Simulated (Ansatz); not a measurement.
# What InH (model cell, started as layered BN type) distorts into

Which phase does InH (model cell, started as layered BN type) fall into along its unstable mode, and how much energy does it gain?

Calculated with Ansatz 0.2.0; DFT PBE, scalar-relativistic, plane waves, PAW.

The structure was built from a prototype and need not be the compound's stable phase.

## (1) Set-up

Symmetry: P6_3/mmc, No. 194, hexagonal system. Conventional cell: a = 3.772 Å, b = 3.772 Å, c = 5.891 Å, α = 90.00°, β = 90.00°, γ = 120.00°. In has 3 H at 2.18 Å nearest. Nearest to H lie 3 In at 2.18 Å. Farther neighbours are not listed.

Structure file:

```cif
data_structure
_symmetry_space_group_name_H-M 'P 1'
_symmetry_Int_Tables_number 1
_cell_length_a 3.7722
_cell_length_b 3.7722
_cell_length_c 5.8914
_cell_angle_alpha 90.000
_cell_angle_beta 90.000
_cell_angle_gamma 120.000
_cell_volume 72.60
loop_
_atom_site_label
_atom_site_type_symbol
_atom_site_fract_x
_atom_site_fract_y
_atom_site_fract_z
_atom_site_occupancy
In1 In 0.33333 0.66667 0.25000 1
In2 In 0.66667 0.33333 0.75000 1
H3 H 0.66667 0.33333 0.25000 1
H4 H 0.33333 0.66667 0.75000 1
```

## (2) Response at finite wavevector

The cell comes from relaxations at this level that are not shown. The mesh has a single point along some directions, so zone-edge points there are not solved. Linear response on a 2×2×1 q mesh gives force constants as far as a supercell of that size would.

input.yaml reads:

```yaml
crystal:
  lattice:
    - [3.7721968407, 2.531e-06, 0.0]
    - [-1.8861006122, 3.2668170266, 0.0]
    - [0.0, 0.0, 5.8913884265]
  atoms:
    - { symbol: In, position: [0.3333333333, 0.6666666667, 0.25] }
    - { symbol: In, position: [0.6666666667, 0.3333333333, 0.75] }
    - { symbol: H, position: [0.6666666667, 0.3333333333, 0.25] }
    - { symbol: H, position: [0.3333333333, 0.6666666667, 0.75] }
kpoints:
  mp_grid: { grid: [12, 12, 6] }
hamiltonian:
  xc: pbe
scf:
  occupations: { method: methfessel_paxton, width: 0.15 }
output:
  eigenvalues: true
phonons:
  method: dfpt
  qmesh: [2, 2, 1]
  temperatures: { t_max: 1000, t_step: 50 }
  qpath:
    path:
      - [[0.0, 0.0, 0.0], [0.5, 0.0, 0.0], [0.33333333, 0.33333333, 0.0], [0.0, 0.0, 0.0], [0.0, 0.0, 0.5], [0.5, 0.0, 0.5], [0.33333333, 0.33333333, 0.5], [0.0, 0.0, 0.5]]
      - [[0.5, 0.0, 0.5], [0.5, 0.0, 0.0]]
      - [[0.33333333, 0.33333333, 0.5], [0.33333333, 0.33333333, 0.0]]
    npoints: 10
```

The run is started by

```console
> ansatz run input.yaml --threads 4 --pin off --max-ram 7168MiB --backend cpu --events-out ev --progress --plain --runs-dir out
```

Numbers of over 12 decimals in the logs are rounded to 6 here.

What it wrote:

```text
Engine: ansatz 0.2.0, aarch64-unknown-linux-gnu
Pseudopotentials: kind: paw
Pseudopotential: In, paw, valence charge 13, recommended cutoff 420 eV (normal), In.paw.azcp
Pseudopotential: H, paw, valence charge 1, recommended cutoff 420 eV (normal), H.paw.azcp
Functional definition: PBE
  parameter kappa = 0.804
  parameter beta = 0.066725
  exchange = pbe_x(kappa = kappa, mu = beta*pi^2/3)
  correlation = pbe_c(beta = beta)
Crystal: 4 atoms, lattice volume = 72.600 Å³
Basis set: ecut = 420 eV, 1423 PW (Γ), exchange–correlation on 54×54×80 points (8 copies of the dense FFT grid, shifted against one another)
Bands: 18, of which v1, the nominal top of the filled ones, is band 14 counted from 1 (13 counted from 0)
Symmetry: 24 space group operations
k-points: 76 of 864
Non-local potential: In, projectors of the file, l = 0: 2, l = 1: 2, l = 2: 2, l = 3: 2
Non-local potential: H, projectors of the file, l = 0: 2, l = 1: 1
PAW form: soft (Blöchl's): semilocal exchange-correlation on the pseudo side does not see the compensation charge
PAW one-centre angular grid: In, 590 points (default); XC on 64 Gauss nodes
PAW one-centre angular grid: H, 110 points (default); XC on 64 Gauss nodes
Initial density: superposition of atomic densities (neutral atoms: chi_scale 0, normalization atom), corrected by the library's trained network
Initial wavefunctions: pseudopotential atomic-orbital guess
Functional: x = pbe(κ = 0.804, μ = 0.219515), c = pbe(β = 0.066725)
SCF iter   1: F=—  HF=-11225.486918 eV  |F-HF|=—  |Δ(HF+E_count)|=         —  Δρ=2.94e-3  dr2=7.72e-3  ethr=1.77e-3  ⟨swp⟩=5.5  Hψ=6514  notcnv=0
preconditioner: auto → Kerker (q_TF=auto, 2.328 Å⁻¹)  [metal: Δε(μ)=0.034 eV  Ē_g=14.272 eV  σ=0.150 eV  W_gap=0.19  n_scr=22 (ndim 8)  ℏωp=23.1 eV  f_vac=0.000  D(μ)=1.27/eV (n_scr^D=2)]
SCF iter   2: F=—  HF=-11225.484397 eV  |F-HF|=—  |Δ(HF+E_count)|=   2.52e-3  S|Δr|=    0.00e0  Δρ=1.59e-3  dr2=2.91e-3  ethr=2.76e-5  ⟨swp⟩=1.3  Hψ=2083  notcnv=0
SCF iter   3: F=—  HF=-11225.484153 eV  |F-HF|=—  |Δ(HF+E_count)|=   2.43e-4  S|Δr|=    0.00e0  Δρ=7.49e-4  dr2=3.29e-4  ethr=1.04e-5  ⟨swp⟩=2.8  Hψ=2449  notcnv=0
SCF iter   4: F=—  HF=-11225.484111 eV  |F-HF|=—  |Δ(HF+E_count)|=   4.18e-5  S|Δr|=    0.00e0  Δρ=3.33e-4  dr2=8.78e-5  ethr=1.17e-6  ⟨swp⟩=2.0  Hψ=2408  notcnv=0
SCF iter   5: F=—  HF=-11225.484154 eV  |F-HF|=—  |Δ(HF+E_count)|=   4.26e-5  S|Δr|=    0.00e0  Δρ=1.86e-4  dr2=1.58e-5  ethr=3.14e-7  ⟨swp⟩=2.0  Hψ=2408  notcnv=0
SCF iter   6: F=—  HF=-11225.484150 eV  |F-HF|=—  |Δ(HF+E_count)|=   4.27e-6  S|Δr|=    0.00e0  Δρ=1.66e-5  dr2=3.08e-7  ethr=5.63e-8  ⟨swp⟩=2.0  Hψ=2384  notcnv=0
SCF iter   7: F=—  HF=-11225.484150 eV  |F-HF|=—  |Δ(HF+E_count)|=   3.90e-8  S|Δr|=    0.00e0  Δρ=1.77e-5  dr2=1.46e-7  ethr=1.10e-9  ⟨swp⟩=2.0  Hψ=2415  notcnv=0
SCF iter   8: F=—  HF=-11225.484150 eV  |F-HF|=—  |Δ(HF+E_count)|=   6.07e-8  S|Δr|=    0.00e0  Δρ=5.44e-6  dr2=1.42e-8  ethr=5.20e-10  ⟨swp⟩=2.0  Hψ=2106  notcnv=0
SCF iter   9: F=—  HF=-11225.484150 eV  |F-HF|=—  |Δ(HF+E_count)|=   6.66e-9  S|Δr|=    0.00e0  Δρ=4.46e-7  dr2=1.18e-10  ethr=5.06e-11  ⟨swp⟩=2.0  Hψ=2317  notcnv=0
SCF iter  10: F=-11225.484150 eV  HF=-11225.484150 eV  |F-HF|=1.82e-12  |Δ(HF+E_count)|=  1.13e-10  S|Δr|=    0.00e0  Δρ=4.86e-8  dr2=1.79e-12  ethr=1.00e-12  ⟨swp⟩=4.7  Hψ=6779  notcnv=0
SCF 1 converged in 10 iterations: F = -11225.484150 eV  dr2 = 1.79e-12
  greatest PAW one-centre occupation: 0.983 electrons in one spin orbital (limit 2), on the In atom at site 1 (counted from 0), in its partial waves of l = 2
phonons: the bands overlap, so this run is a metal and interpolates without the dipole-dipole term. If the crystal is really an insulator or semiconductor, its LO-TO splitting is missing
NSCF: frozen V_eff on 76 k-points
NSCF: frozen V_eff on 296 k-points
DFPT response loops at q = (0, 0, 0) (fractional): preconditioner auto → Kerker (q_TF=auto, 2.328 Å⁻¹) (partly filled bands, converged f_vac=0.000); β = 1.00, the filter's whole step (`scf.mixing.beta` (0.50) is not read by the response loops under this deck's `scf.mixing.preconditioner`; to damp them name `kerker` or `kerker_dos`, under which they read `scf.mixing.beta`, and type it under 1.00, their step now; both keys bind the ground state too); Broyden in place of MSR1
NSCF: frozen V_eff on 592 k-points
DFPT response loops at q = (0, -0.5, 0) (fractional): mixed as the last ones told, above
SCF converged after 10 iterations
Stability not checked: this state was not tested for a lower state beside it, because cold or Methfessel-Paxton smearing, or corrected tetrahedra, fill the levels in a way that the test cannot read (fill_not_monotonic; see scf.lower_state_search)
Free energy (F): -11225.484150 eV
Harris-Foulkes:  -11225.484150 eV  (|F-HF|=1.82e-12)
Internal energy: -11225.484217 eV  (E = F + TS)
E sigma→0 (E₀):  -11225.484166 eV
Entropy (-TS):   0.000067 eV (0.017 meV/atom)
Fermi energy:    6.977502 eV
--- Per-component energies (eV) ---
  E_band       = -126.564243
  E_kinetic    = 505.646850
  E_local      = -2498.424855  (includes V_loc(G=0)·N_el)
  E_nonlocal   = 734.854787
  E_hartree    = 974.550111
  E_xc         = -448.454012
  E_vxc        = -221.019376  (∫ρ·V_xc dr)
  E_paw        = -8303.801074  (= ΣΔE_a)
  E_vpaw       = -596.719932  (= ΣTr[D̂ρ^β])
  E_aug_tail   = -0.001948  (compensation charges beyond the density's cutoff)
  E_ewald      = -2189.854077
  E_smearing   = 0.000067  (= −TS)
  E_closure    = -0.000000  (closes the sum)
  Σ components = -11225.484150   (vs F -11225.484150, Δ=0.00e0)
--- Band table (eV; the first three rows and the last of 76) ---
  k-point 0: bands = [... 10 lower, -2.3091, 0.7474, 4.5043, 9.6575, 9.9906, 12.1925, 12.1925, 14.0152]
  k-point 1: bands = [... 10 lower, -2.1916, 0.3134, 5.1571, 9.7403, 9.8259, 12.3024, 12.3024, 13.9124]
  k-point 2: bands = [... 10 lower, -1.8407, -0.5040, 6.5922, 9.2941, 10.0193, 12.0388, 12.6174, 12.6174]
  k-point 75: bands = [... 10 lower, 2.1549, 2.1549, 3.4988, 3.4988, 6.5611, 6.5611, 11.0279, 11.0279]
--- Phonons (Γ-DFPT): 4 representative perturbations + reference (Σ response iterations 14) ---
  ASR residual: 7.276e-6 → 0.000e0 eV/Å²; symmetrization residual: 1.522e-6 eV/Å²
  ASR residual per site (eV/Å²): 7.27e-6 7.27e-6 7.28e-6 7.28e-6
  Γ frequencies (cm⁻¹): -851.15 -206.61 -64.39 -64.39 0.00 0.00 0.00 66.17 424.61 424.61 487.95 487.95
--- Phonons (arbitrary-q DFPT): 2 irreducible q on the 2×2×1 mesh ---
  q = [0.0000, 0.0000, 0.0000] (star 1, of the zone-centre solve; hermiticity 2.15e-6, symmetrization 1.05e-7): -851.15 -206.61 -64.39 -64.39 0.00 0.00 0.00 66.17 424.61 424.61 487.95 487.95
  q = [0.0000, -0.5000, 0.0000] (star 3, 6 solved perturbations in 1528 linear systems a pass and spin channel, the states on 296 of 864 k-point pairs; hermiticity 5.33e-7, symmetrization 1.47e-7): -922.08 -700.01 -280.11 -277.26 -265.80 -67.40 18.22 52.23 89.90 92.33 150.08 251.93
  sum rule: each row above includes the acoustic sum rule's correction from the zone centre's row sums; it moved no ω² by more than (1.40 cm⁻¹)²
  mesh force constants: q→R imaginary residual 1.33e-17; ASR residual 7.276e-6 → 0.000e0 eV/Å²; symmetrization residual 1.332e-15 eV/Å²
  interpolated dispersion: 93 rows × 12 modes
  density of states and harmonic sums: on the 20×20×11 q-mesh, interpolated from the force constants of a 2×2×1 supercell (no non-analytic term)
  largest difference from the sums on the solved wave vectors: F 1.44e-1 eV, S 1.64e-4 and C_V 6.44e-5 eV/K
  zero-point energy: 0.046118 eV/cell   skipped modes (ω ≤ 0): 1583, of them read as no rigid motion or as one in doubt: 1580 (5.997e0 modes/cell left out, lowest -922.08 cm⁻¹)   left out of the sums: 5.00e-1 of the cell's modes: C_V's classical limit lies that fraction below 3 k_B per atom; for a crystal, a wire or a layer, F and S can be off by more, and a phonons.interpolated_qmesh denser along its periods is the remedy for the sampling
```

Run time: 76 s. Hardware: 4 threads of Arm Neoverse V2, shared host; peak memory 1.2 GiB.

Reading the cycles: dr2 is the Hartree energy of the density residual (eV), the measure of convergence; HF is the Harris–Foulkes estimate of the energy, which meets the free energy F at convergence.

This step gave:

| Item | Value |
| --- | --- |
| volume per atom | 18.15 Å³ |
| gap on the k-mesh | 0 eV |
| sum-rule residual before enforcement | 7.28e-6 eV/Å² |
| point group | 6/mmm |
| highest optical mode at the zone centre (no LO-TO term) | 487.9 cm⁻¹ |
| lowest optical zone-centre mode | -851.1 cm⁻¹ |
| lowest mode on the q mesh (acoustic modes at Γ apart) | -922.1 cm⁻¹ |
| highest frequency at a solved wavevector (no LO-TO term at Γ) | 487.9 cm⁻¹ |

Frequencies (cm⁻¹) solved at each irreducible wavevector; negative means imaginary. Frequencies by wavevector, by row:

| q in reciprocal lattice units | star | mode 1 | mode 2 | mode 3 | mode 4 | mode 10 | mode 11 | mode 12 |
| --- | --- | --- | --- | --- | --- | --- | --- | --- |
| 0 0 0 | 1 | -851.1 | -206.6 | -64.4 | -64.4 | 424.6 | 487.9 | 487.9 |
| 0 -0.5 0 | 3 | -922.1 | -700 | -280.1 | -277.3 | 92.3 | 150.1 | 251.9 |

Symmetry leaves 2 wavevectors to solve. The lowest mode among them, the acoustic zeros apart, lies at q = (0, -0.5, 0) and is imaginary, 922.1i cm⁻¹, so the energy falls along it.

## (3) The mode frozen in, largest atomic shift 0 Å

The mode followed lies at Γ with frequency 851.1i cm⁻¹, one of the unstable modes though not the softest. At small amplitude the distorted cell has space group no. 164 by a symmetry search on the positions. The undistorted cell that holds it gives the zero of energy on the same k mesh.

input.yaml, the sections that differ from step 2:

```yaml
output:
  forces: true
  stress: true
  eigenvalues: true
# crystal, kpoints, hamiltonian, scf: as in step 2
# phonons: removed
```

What it wrote:

```text
[...]
Crystal: 4 atoms, lattice volume = 72.600 Å³
Basis set: ecut = 420 eV, 1423 PW (Γ), exchange–correlation on 54×54×80 points (8 copies of the dense FFT grid, shifted against one another)
Bands: 18, of which v1, the nominal top of the filled ones, is band 14 counted from 1 (13 counted from 0)
Symmetry: 24 space group operations
[...]
k-points: 76 of 864
[...]
--- Band table (eV; the first three rows and the last of 76) ---
  k-point 0: bands = [... 10 lower, -2.3091, 0.7474, 4.5044, 9.6575, 9.9906, 12.1925, 12.1925, 14.0152]
  k-point 1: bands = [... 10 lower, -2.1916, 0.3134, 5.1572, 9.7403, 9.8259, 12.3024, 12.3024, 13.9124]
  k-point 2: bands = [... 10 lower, -1.8407, -0.5040, 6.5922, 9.2941, 10.0193, 12.0388, 12.6173, 12.6173]
  k-point 75: bands = [... 10 lower, 2.1549, 2.1549, 3.4988, 3.4988, 6.5611, 6.5611, 11.0279, 11.0279]
[key lines of the parts left out:]
SCF converged after 8 iterations
Free energy (F): -11225.484150 eV
Fermi energy:    6.977502 eV
P = ⅓ Tr σ = -0.0040 GPa (-0.040 kbar)
```

Wall time 1.4 s (4 threads); peak memory 0.39 GiB.

This step gave:

```
pressure                         : -0.003964 GPa
energy from the undistorted cell : 0 meV/atom
```

The run ends at a pressure of 0.00 GPa.

## (4) The mode frozen in, largest atomic shift 0.6 Å

The atoms are moved along the unstable eigenvector, the largest shift by 0.6 Å, with the cell fixed.

input.yaml, the sections that differ from step 3:

```yaml
crystal:
  lattice:
    - [3.7721968407, 2.531e-06, 0.0]
    - [-1.8861006122, 3.2668170266, 0.0]
    - [0.0, 0.0, 5.8913884265]
  atoms:
    - { symbol: In, position: [0.3333333333, 0.6666666667, 0.2505736598] }
    - { symbol: In, position: [0.6666666667, 0.3333333333, 0.7494263402] }
    - { symbol: H, position: [0.6666666667, 0.3333333333, 0.148156435] }
    - { symbol: H, position: [0.3333333333, 0.6666666667, 0.851843565] }
# kpoints, hamiltonian, scf, output: as in step 3
```

What it wrote:

```text
[...]
Crystal: 4 atoms, lattice volume = 72.600 Å³
Basis set: ecut = 420 eV, 1423 PW (Γ), exchange–correlation on 54×54×80 points (8 copies of the dense FFT grid, shifted against one another)
Bands: 18, of which v1, the nominal top of the filled ones, is band 14 counted from 1 (13 counted from 0)
Symmetry: 12 space group operations
[...]
k-points: 100 of 864
[...]
--- Band table (eV; the first three rows and the last of 100) ---
  k-point 0: bands = [... 10 lower, -2.4001, 1.4209, 3.7332, 8.4159, 11.9582, 12.1664, 12.1664, 14.0336]
  k-point 1: bands = [... 10 lower, -2.3041, 0.8388, 4.5186, 8.4374, 11.8888, 12.2736, 12.2736, 13.9377]
  k-point 2: bands = [... 10 lower, -2.0513, -0.0086, 5.8839, 8.5466, 11.4521, 12.2433, 12.5716, 12.5716]
  k-point 99: bands = [... 10 lower, 1.9586, 1.9586, 3.8713, 3.8713, 6.4436, 6.7355, 11.5008, 11.5008]
[key lines of the parts left out:]
SCF converged after 8 iterations
Free energy (F): -11225.933842 eV
Fermi energy:    6.996408 eV
P = ⅓ Tr σ = -0.7075 GPa (-7.075 kbar)
```

Run time: 1.8 s. Hardware: 4 threads; peak memory 0.4 GiB.

This step gave:

| Item | Value |
| --- | --- |
| pressure | -0.7075 GPa |
| energy from the undistorted cell | -112.5 meV/atom |

The energy, extrapolated to zero smearing, is -112.51 meV/atom against the undistorted cell.

The run ends at a pressure of -0.71 GPa, with forces up to 0.24 eV/Å.

## (5) Energy along the mode, all amplitudes (two of the runs are shown above)

An imaginary frequency means negative curvature, so the energy should fall and then rise again as anharmonic terms take over.

This step gave:

```yaml
depth_at_the_lowest_point_sampled: 112.5 meV/atom
largest_atomic_shift_at_that_point: 0.6 Å
```

Energy from the parent against largest atomic shift:

```csv
largest atomic shift (Å),energy from the parent (meV/atom)
0.000,0
0.040,-1.08
0.080,-4.19
0.140,-12.9
0.220,-30.5
0.320,-56.4
0.450,-88.8
0.600,-113
```

Displacement at unit largest shift by atom:

```csv
atom,x (Å),y (Å),z (Å),size
In1,0.00,0.00,0.01,0.01
In2,0.00,0.00,-0.01,0.01
H3,0.00,0.00,-1.00,1.00
H4,0.00,0.00,1.00,1.00
```

The lowest of the steps tried is the last one, at 0.6 Å, 113 meV/atom below the parent; the bottom of the well need not coincide with a step.

(Continued in part 2 of 2.)

[Logs are printed without paths, hosts, clocks, repeated set-up lines and the standing remarks that a program may print on its own settings, such as how far it seeks lower states.]

[Hosts, paths, dates, database ids (printed as entryN), source tags and the programs' standing remarks are cut or masked in the printed files.]
